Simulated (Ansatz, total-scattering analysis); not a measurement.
# Isotope substitution on H in hydrogen peroxide

Two samples of hydrogen peroxide (22 H2O2; O 50.0, H 50.0 atom %; 310 K, fixed volume (mean pressure 1.0 GPa); ρ₀ = 0.1020 Å⁻³) differ only in the isotope of H: D (b = 6.6681 fm) and H (b = -3.7395 fm). Other lengths: O 5.8037 fm. The data are simulated by ab initio molecular dynamics with Ansatz (revPBE-D3(BJ), plane waves, PAW default files, Langevin thermostat, no spin, fixed volume, H with the mass of D). The average runs over 0.78 ps of 88 atoms, so shells between rare elements are rough. Mean temperature 312 K, largest m.s.d. 0.69 Å², energy drift -1 meV an atom (last third less first, no steady trend), Langevin friction 10 ps⁻¹; the first quarter of the run is discarded. Start: last frame of a classical run of this cell at the same density and temperature. So short a stretch relaxes bonds and nearest shells but still remembers its start. It is a liquid that moves slowly on the time of the run as far as so short a run tells. The partials come from the cell's reciprocal vectors below 4 Å⁻¹ and from g(r) above; absorption, incoherent and inelastic scattering are left out. F(Q) = Σ ci cj bi bj (Sij − 1), in barn per steradian and atom:

```
Q (Å⁻¹)      2H      1H  difference
    0.9  -0.321  -0.234      -0.086
    1.2  -0.268  -0.228      -0.040
    1.5  -0.196  -0.212       0.016
    1.8   0.160  -0.120       0.280
    2.1   0.239  -0.027       0.266
    2.4   0.061   0.056       0.005
    2.7  -0.002   0.034      -0.035
    3.0  -0.013  -0.002      -0.011
    3.3  -0.047  -0.040      -0.007
    3.6  -0.042  -0.048       0.005
    3.9  -0.033  -0.033       0.001
    4.2  -0.033  -0.004      -0.029
    4.5  -0.036   0.034      -0.070
    4.8  -0.055   0.065      -0.120
    5.1  -0.073   0.079      -0.153
    5.4  -0.073   0.076      -0.149
    5.7  -0.055   0.060      -0.115
    6.0  -0.032   0.038      -0.070
    6.3  -0.013   0.012      -0.025
    6.6   0.006  -0.013       0.019
    6.9   0.028  -0.034       0.062
    7.2   0.048  -0.049       0.097
    7.5   0.059  -0.055       0.114
    7.8   0.056  -0.053       0.109
    8.1   0.045  -0.043       0.088
    8.4   0.034  -0.025       0.059
    8.7   0.022  -0.005       0.028
    9.0   0.011   0.011      -0.001
    9.3   0.000   0.020      -0.020
    9.6  -0.006   0.021      -0.027
    9.9  -0.008   0.017      -0.025
   10.2  -0.008   0.012      -0.020
   10.5  -0.012   0.008      -0.021
   10.8  -0.020   0.007      -0.028
```

The first difference in real space, ΔG(r), in barn (from the pair functions, so without the broadening of a finite Q range):

first difference G(r), r (Å) and value: 0.50 -0.377, 0.58 -0.377, 0.66 -0.377, 0.74 -0.377, 0.82 -0.377, 0.90 -0.309, 0.98 5.564, 1.06 0.161, 1.14 -0.374, 1.22 -0.377, 1.30 -0.377, 1.38 -0.376, 1.46 -0.368, 1.54 -0.339, 1.62 -0.262, 1.70 -0.188, 1.78 -0.072, 1.86 0.370, 1.94 0.598, 2.02 0.057, 2.10 -0.178, 2.18 -0.163, 2.26 -0.126, 2.34 -0.089, 2.42 -0.070, 2.50 -0.070, 2.58 -0.092, 2.66 -0.105, 2.74 -0.098, 2.82 -0.067, 2.90 -0.070, 2.98 -0.047, 3.06 -0.030, 3.14 0.001, 3.22 0.024, 3.30 0.039, 3.38 0.042, 3.46 0.040, 3.54 0.033

Q: What does the difference say of the neighbours of H?

Pairs without H cancel. ΔG(r) = Σ W [g(r) − 1] with W = 2 c(H) c(j) b(j) Δb, and c(H)² (b₁² − b₂²) for H–H: H–O 0.3020, H–H 0.0762 barn. At small r, ΔG → −ΣW = -0.378; in this finite cell the H–H term carries (N − 1)/N with N = 44 atoms of H, which gives -0.377.

The first feature, at 0.99 Å, is H–O. n = 4πρ₀ c(O)/W ∫ r² [ΔG − ΔG(0)] dr up to 1.26 Å gives 1.0 O around each H; the coordinates give 1.00 up to 1.26 Å.

Shells of H from the coordinates: O–H at 0.99 Å, 1.0 neighbours to 1.26 Å; H–H at 2.42 Å, 8.1 neighbours to 3.46 Å, a soft count (first peaks with a usable minimum only). Counts average over all H, whatever molecule they sit on, and second peaks of a pair (H two bonds away, hydrogen bonds) add features between 1.5 and 2.5 Å that aren't listed. The structure is taken to be the same for both isotopes, which holds least well for H and D.

[Logs are printed without paths, hosts, clocks, repeated set-up lines and the standing remarks that a program may print on its own settings, such as how far it seeks lower states.]
